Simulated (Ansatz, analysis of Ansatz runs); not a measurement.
## Migration in Y4S3N2 (C2/m): H transfer from N to S, charge +1

How high is the barrier when H changes place in Y4S3N2 (C2/m)? The case: H transfer from N to S, charge +1, in a cell of 36 host atoms with 1 H put in.

Method: plane-wave PAW DFT, PBEsol; nudged elastic band between two relaxed defect structures at fixed charge in a uniform background, in Ansatz 0.2.0.

Report form: the programs' logs are mostly left out.

## (1) Set-up

The cell holds 37 atoms: 16 Y, 12 S, 8 N and 1 H. Cell: a = 12.778 Å, b = 7.583 Å, c = 9.763 Å, α = 90.0°, β = 128.5°, γ = 90.0°. It derives from Y4S3N2 (space group C2/m). Nearest the centre at fractional (0.289, 0.661, 0.244): H37 at 0.95 Å, S31 at 0.95 Å, Y21 at 1.95 Å, N33 at 2.80 Å, Y23 at 2.87 Å, Y3 at 2.98 Å, Y25 at 3.09 Å, S27 at 3.14 Å. The cell carries charge +1.

Structure file:

```xyz
37
Lattice="12.7781 0.0000 -0.0248 0.0000 7.5830 0.0000 -6.0606 0.0000 7.6537" Properties=species:S:1:pos:R:3 pbc="T T T"
Y    -0.6153    1.8957    4.9602
Y     5.7738    0.0000    4.9478
Y     0.9438    0.0000    2.6811
Y     7.3328    1.8957    2.6687
Y     4.6955    0.0000    1.0893
Y    11.0845    1.8957    1.0769
Y    -4.3670    1.8957    6.5520
Y     2.0220    0.0000    6.5396
S     0.0000    0.0000    0.0000
S     6.3891    1.8957   -0.0124
S    -2.5264    0.0000    5.9982
S     3.8626    1.8957    5.9858
S     2.8549    1.8957    1.6431
S     9.2440    0.0000    1.6307
N    -0.3467    1.8957    2.7567
N     6.0423    0.0000    2.7443
N     0.6752    0.0000    4.8846
N     7.0643    1.8957    4.8722
Y    -0.6153    5.6872    4.9602
Y     5.7738    3.7915    4.9478
Y     0.9438    3.7915    2.6811
Y     7.3328    5.6872    2.6687
Y     4.6955    3.7915    1.0893
Y    11.0845    5.6872    1.0769
Y    -4.3670    5.6872    6.5520
Y     2.0220    3.7915    6.5396
S     0.0000    3.7915    0.0000
S     6.3891    5.6872   -0.0124
S    -2.5264    3.7915    5.9982
S     3.8626    5.6872    5.9858
S     2.8549    5.6872    1.6431
S     9.2440    3.7915    1.6307
N    -0.3467    5.6872    2.7567
N     6.0423    3.7915    2.7443
N     0.6752    3.7915    4.8846
N     7.0643    5.6872    4.8722
H     1.5816    5.6872    2.0848
```

The cell's shortest repeat is 7.6 Å.

## (2) Relaxation of the start point, charge +1

The ends come first: from an unrelaxed start the top is counted from too high an energy, and the barrier comes out too low. Small random displacements break the symmetry of the ideal sites, so that the defect can distort if it gains by it. The charge of +1 is set by the electron count, and a uniform background keeps the cell neutral.

Input file qp1_c36k1s.start/input.yaml:

```yaml
crystal:
  lattice:
    - [12.77813411, 0.0, -0.02476517]
    - [0.0, 7.58297771, 0.0]
    - [-6.06062451, 0.0, 7.65368011]
  atoms:
    - { symbol: "Y", position: [0.25962613, 0.25, 0.64891759] }
    - { symbol: "Y", position: [0.75962613, 0.0, 0.64891759] }
    - { symbol: "Y", position: [0.24037387, 0.0, 0.35108241] }
    - { symbol: "Y", position: [0.74037387, 0.25, 0.35108241] }
    - { symbol: "Y", position: [0.43563346, 0.0, 0.14373378] }
    - { symbol: "Y", position: [0.93563346, 0.25, 0.14373378] }
    - { symbol: "Y", position: [0.06436654, 0.25, 0.85626622] }
    - { symbol: "Y", position: [0.56436654, 0.0, 0.85626622] }
    - { symbol: S, position: [0.0, 0.0, 0.0] }
    - { symbol: S, position: [0.5, 0.25, 0.0] }
    - { symbol: S, position: [0.17425595, 0.0, 0.78426088] }
    - { symbol: S, position: [0.67425595, 0.25, 0.78426088] }
    - { symbol: S, position: [0.32574405, 0.25, 0.21573912] }
    - { symbol: S, position: [0.82574405, 0.0, 0.21573912] }
    - { symbol: "N", position: [0.14391518, 0.25, 0.36064226] }
    - { symbol: "N", position: [0.64391518, 0.0, 0.36064226] }
    - { symbol: "N", position: [0.35608482, 0.0, 0.63935774] }
    - { symbol: "N", position: [0.85608482, 0.25, 0.63935774] }
    - { symbol: "Y", position: [0.25962613, 0.75, 0.64891759] }
    - { symbol: "Y", position: [0.75962613, 0.5, 0.64891759] }
    - { symbol: "Y", position: [0.24037387, 0.5, 0.35108241] }
    - { symbol: "Y", position: [0.74037387, 0.75, 0.35108241] }
    - { symbol: "Y", position: [0.43563346, 0.5, 0.14373378] }
    - { symbol: "Y", position: [0.93563346, 0.75, 0.14373378] }
    - { symbol: "Y", position: [0.06436654, 0.75, 0.85626622] }
    - { symbol: "Y", position: [0.56436654, 0.5, 0.85626622] }
    - { symbol: S, position: [0.0, 0.5, 0.0] }
    - { symbol: S, position: [0.5, 0.75, 0.0] }
    - { symbol: S, position: [0.17425595, 0.5, 0.78426088] }
    - { symbol: S, position: [0.67425595, 0.75, 0.78426088] }
    - { symbol: S, position: [0.32574405, 0.75, 0.21573912] }
    - { symbol: S, position: [0.82574405, 0.5, 0.21573912] }
    - { symbol: "N", position: [0.14391518, 0.75, 0.36064226] }
    - { symbol: "N", position: [0.64391518, 0.5, 0.36064226] }
    - { symbol: "N", position: [0.35608482, 0.5, 0.63935774] }
    - { symbol: "N", position: [0.85608482, 0.75, 0.63935774] }
    - { symbol: H, position: [0.253358, 0.75, 0.273217] }
total_charge: 1
basis:
  ecutwfc: 420
  xc_grid: 2
hamiltonian:
  xc: pbesol
kpoints:
  mp_grid: { grid: [1, 1, 1], shift: [0.25, 0.25, 0.25] }
scf:
  occupations: { method: fixed }
  max_iter: 120
output:
  forces: true
relax:
  f_tol: 0.02
  max_steps: 70
  random_displacement: { amplitude: 0.03, seed: 9430 }
```

On the command line:

```
$ ansatz run input.yaml --threads 32 --pin off --max-ram 84787MiB --backend cuda --events-out ev --progress --plain --runs-dir out --max-vram 78GiB
```

It took 5 s on 1 × NVIDIA GB200 with 32 threads of Arm Neoverse V2, shared host; peak memory 1.2 GiB.

Step by step:

```csv
step,energy less that of the first step (eV),largest force component (eV/Å)
1,0.0000,2.3299
3,-0.9136,1.4037
5,-1.7593,2.1430
7,-2.3079,0.8461
9,-2.4262,0.1331
11,-2.4284,0.0250
12,-2.4286,0.0086
```

The atoms that moved most (Å, from the sites as typed, ahead of the random displacement, the mean shift of all atoms taken out):

```csv
atom,dx,dy,dz,length
H37,-1.213,-0.004,-0.242,1.237
Y21,0.110,-0.110,0.056,0.165
Y3,0.108,0.106,0.053,0.161
Y24,-0.100,-0.001,-0.121,0.157
N33,0.079,-0.006,-0.078,0.111
S13,0.059,-0.003,0.034,0.068
N15,0.063,-0.004,0.022,0.067
S14,0.041,-0.003,0.031,0.052
```

The relaxed structure:

```xyz
37
Lattice="12.7781 0.0000 -0.0248 0.0000 7.5830 0.0000 -6.0606 0.0000 7.6537" Properties=species:S:1:pos:R:3 pbc="T T T"
Y    -0.6212    1.8958    4.9904
Y     5.7959    0.0040    4.9459
Y     1.0494    0.1056    2.7291
Y     7.3583    1.8953    2.6788
Y     4.7319   -0.0130    1.0881
Y    11.1296    1.8937    1.0841
Y    -4.3344    1.8986    6.5415
Y     2.0431    0.0143    6.5515
S     0.0356   -0.0069    0.0234
S     6.4147    1.8948   -0.0111
S    -2.4941   -0.0035    5.9688
S     3.8863    1.8988    5.9854
S     2.9111    1.8926    1.6714
S     9.2823   -0.0035    1.6566
N    -0.2865    1.8908    2.7735
N     6.0789   -0.0063    2.7368
N     0.6901   -0.0016    4.8929
N     7.0800    1.8992    4.8857
Y    -0.5689    5.6877    4.9577
Y     5.7961    3.7879    4.9459
Y     1.0511    3.6811    2.7319
Y     7.3595    5.6860    2.6833
Y     4.7322    3.7988    1.0862
Y    10.9821    5.6853    0.9502
Y    -4.3327    5.6896    6.5376
Y     2.0444    3.7812    6.5528
S     0.0365    3.7997    0.0245
S     6.4132    5.6873   -0.0314
S    -2.4956    3.8003    5.9645
S     3.8770    5.6895    5.9783
S     2.8718    5.6826    1.6726
S     9.2803    3.7894    1.6535
N    -0.2704    5.6809    2.6735
N     6.0792    3.7875    2.7368
N     0.6889    3.8022    4.8939
N     7.0728    5.6916    4.8848
H     0.3656    5.6825    1.8379
```

Neighbours of H37 at the end:

```csv
atom,distance (Å)
N33,1.050
Y21,2.297
Y3,2.299
Y24,2.328
S31,2.512
S27,2.635
S9,2.643
Y25,3.253
Y19,3.257
```

Among the atoms that came to bonding distance: N33–H37 1.05 Å (from 2.04).

Read from the output:

```
free energy                                                                                       : -74465.8310 eV
r.m.s. move of the farther half of the atoms                                                      : 0.01940 Å
largest move from the ideal geometry of this structure, a common shift of the far atoms taken out : 1.267 Å
```

The relaxation gained 2.429 eV and ended with a largest force component of 0.0086 eV/Å.

## (3) Relaxation of the end point, charge +1

The end point is relaxed in the same cell and settings, so that the two energies compare. Atoms more than 3.2 Å from the middle of the hop start where the first relaxation left them, the nearer ones on or close to their ideal places, with small random displacements.

Input file qp1_c36k1s.end/input.yaml:

```yaml
crystal:
  lattice:
    - [12.77813411, 0.0, -0.02476517]
    - [0.0, 7.58297771, 0.0]
    - [-6.06062451, 0.0, 7.65368011]
  atoms:
    - { symbol: "Y", position: [0.25881375, 0.25003117, 0.65217182] }
    - { symbol: "Y", position: [0.75901532, 0.00054173, 0.6479669] }
    - { symbol: "Y", position: [0.24037387, 0.0, 0.35108241] }
    - { symbol: "Y", position: [0.74076373, 0.24995753, 0.35170191] }
    - { symbol: "Y", position: [0.4361866, -0.00170324, 0.14287621] }
    - { symbol: "Y", position: [0.93738856, 0.24974249, 0.14397571] }
    - { symbol: "Y", position: [0.06405195, 0.25038509, 0.85420274] }
    - { symbol: "Y", position: [0.56454263, 0.00189914, 0.85712742] }
    - { symbol: S, position: [0.00201683, -0.00089906, 0.00236934] }
    - { symbol: S, position: [0.49986981, 0.24989534, -0.00052079] }
    - { symbol: S, position: [0.17274916, -0.00044408, 0.77972571] }
    - { symbol: S, position: [0.6738684, 0.25041249, 0.78351593] }
    - { symbol: S, position: [0.32574405, 0.25, 0.21573912] }
    - { symbol: S, position: [0.82812497, -0.00044017, 0.2184313] }
    - { symbol: "N", position: [0.14745996, 0.24936356, 0.36216469] }
    - { symbol: "N", position: [0.64409827, -0.00081044, 0.35896765] }
    - { symbol: "N", position: [0.35554369, -0.00019795, 0.63975358] }
    - { symbol: "N", position: [0.8559246, 0.25047012, 0.64042431] }
    - { symbol: "Y", position: [0.26088389, 0.7500756, 0.64791221] }
    - { symbol: "Y", position: [0.75903859, 0.49954839, 0.64797819] }
    - { symbol: "Y", position: [0.24037387, 0.5, 0.35108241] }
    - { symbol: "Y", position: [0.74114964, 0.74985925, 0.35230443] }
    - { symbol: "Y", position: [0.43563346, 0.5, 0.14373378] }
    - { symbol: "Y", position: [0.91751957, 0.74975785, 0.12641677] }
    - { symbol: "Y", position: [0.06436654, 0.75, 0.85626622] }
    - { symbol: "Y", position: [0.56471688, 0.49865271, 0.85730047] }
    - { symbol: S, position: [0.0, 0.5, 0.0] }
    - { symbol: S, position: [0.49848328, 0.7500302, -0.00317503] }
    - { symbol: S, position: [0.17235908, 0.50117579, 0.77915641] }
    - { symbol: S, position: [0.67269971, 0.750321, 0.78258704] }
    - { symbol: S, position: [0.32574405, 0.75, 0.21573912] }
    - { symbol: S, position: [0.82778126, 0.49975031, 0.21801585] }
    - { symbol: "N", position: [0.14391518, 0.75, 0.36064226] }
    - { symbol: "N", position: [0.6441185, 0.49949478, 0.35897435] }
    - { symbol: "N", position: [0.35550367, 0.50142466, 0.63987095] }
    - { symbol: "N", position: [0.85530487, 0.75058282, 0.6403036] }
    - { symbol: H, position: [0.325575, 0.572502, 0.215661] }
total_charge: 1
basis:
  ecutwfc: 420
  xc_grid: 2
hamiltonian:
  xc: pbesol
kpoints:
  mp_grid: { grid: [1, 1, 1], shift: [0.25, 0.25, 0.25] }
scf:
  occupations: { method: fixed }
  max_iter: 120
output:
  forces: true
relax:
  f_tol: 0.02
  max_steps: 70
  random_displacement: { amplitude: 0.01, seed: 9430 }
```

Elapsed: 8.3 s, on 1 × NVIDIA GB200 with 32 threads; peak memory 1.2 GiB.

Step by step:

```csv
step,energy less that of the first step (eV),largest force component (eV/Å)
1,0.0000,2.3772
3,-0.7713,0.1346
5,-0.8738,0.9260
7,-1.0801,0.6001
9,-1.1716,0.0844
11,-1.2019,0.2655
13,-1.2338,0.2396
15,-1.2385,0.0352
17,-1.2391,0.0050
```

The atoms that moved most (Å, from the sites as typed, ahead of the random displacement, the mean shift of all atoms taken out):

```csv
atom,dx,dy,dz,length
H37,-0.881,1.308,-0.364,1.619
S31,0.204,-0.038,0.489,0.531
Y24,0.173,-0.037,0.134,0.222
Y25,-0.032,-0.033,-0.162,0.169
Y23,0.063,-0.089,-0.034,0.114
Y21,-0.011,-0.094,0.060,0.112
N33,0.075,-0.042,-0.009,0.087
S9,0.059,-0.059,-0.020,0.086
```

Final coordinates:

```xyz
37
Lattice="12.7781 0.0000 -0.0248 0.0000 7.5830 0.0000 -6.0606 0.0000 7.6537" Properties=species:S:1:pos:R:3 pbc="T T T"
Y    -0.6412    1.8610    4.9951
Y     5.7664   -0.0171    4.9136
Y     0.9305    0.0183    2.7400
Y     7.3820    1.8585    2.6651
Y     4.7580    0.0103    1.0506
Y    11.0956    1.8560    1.0530
Y    -4.3527    1.8625    6.5481
Y     2.0556   -0.0395    6.5348
S     0.0696   -0.0659   -0.0034
S     6.4360    1.8603   -0.0127
S    -2.5223   -0.0487    6.0037
S     3.8843    1.8608    5.9650
S     2.8735    1.8548    1.6623
S     9.2760   -0.0451    1.6307
N    -0.3654    1.8545    2.7695
N     6.0654   -0.0332    2.7098
N     0.6588   -0.0174    4.9192
N     7.0674    1.8627    4.8702
Y    -0.6079    5.6520    4.9606
Y     5.7676    3.7355    4.9148
Y     0.9314    3.6969    2.7394
Y     7.3524    5.6494    2.6135
Y     4.7576    3.7027    1.0536
Y    11.1300    5.6484    1.0768
Y    -4.4004    5.6546    6.3881
Y     2.0556    3.7618    6.5334
S     0.0720    3.7863   -0.0016
S     6.3897    5.6483   -0.0245
S    -2.5211    3.7747    6.0071
S     3.8840    5.6533    5.9459
S     3.0583    5.6492    2.1301
S     9.2780    3.7568    1.6311
N    -0.2723    5.6452    2.7455
N     6.0646    3.7414    2.7118
N     0.6562    3.7447    4.9178
N     7.0350    5.6536    4.8032
H     1.9713    5.6493    1.2766
```

Neighbours of H37 at the end:

```csv
atom,distance (Å)
S31,1.382
Y25,2.561
Y21,2.652
Y3,2.652
N33,2.682
S27,2.952
S9,2.957
Y5,3.405
Y23,3.406
```

This step gave:

```yaml
free_energy: -74464.3493 eV
r_m_s_move_of_the_farther_half_of_the_atoms: 0.03352 Å
largest_move_from_the_ideal_geometry_of_this_structure_a_common_shift_of_the_far_atoms_taken_out: 1.653 Å
```

The relaxation gained 1.239 eV and ended with a largest force component of 0.0050 eV/Å. The end lies 1.482 eV above the start.

(Part 1 of 2 ends here.)

[Logs are printed without paths, hosts, clocks, repeated set-up lines and the standing remarks that a program may print on its own settings, such as how far it seeks lower states.]

[Hosts, paths, dates, database ids (printed as entryN), source tags and the programs' standing remarks are cut or masked in the printed files.]
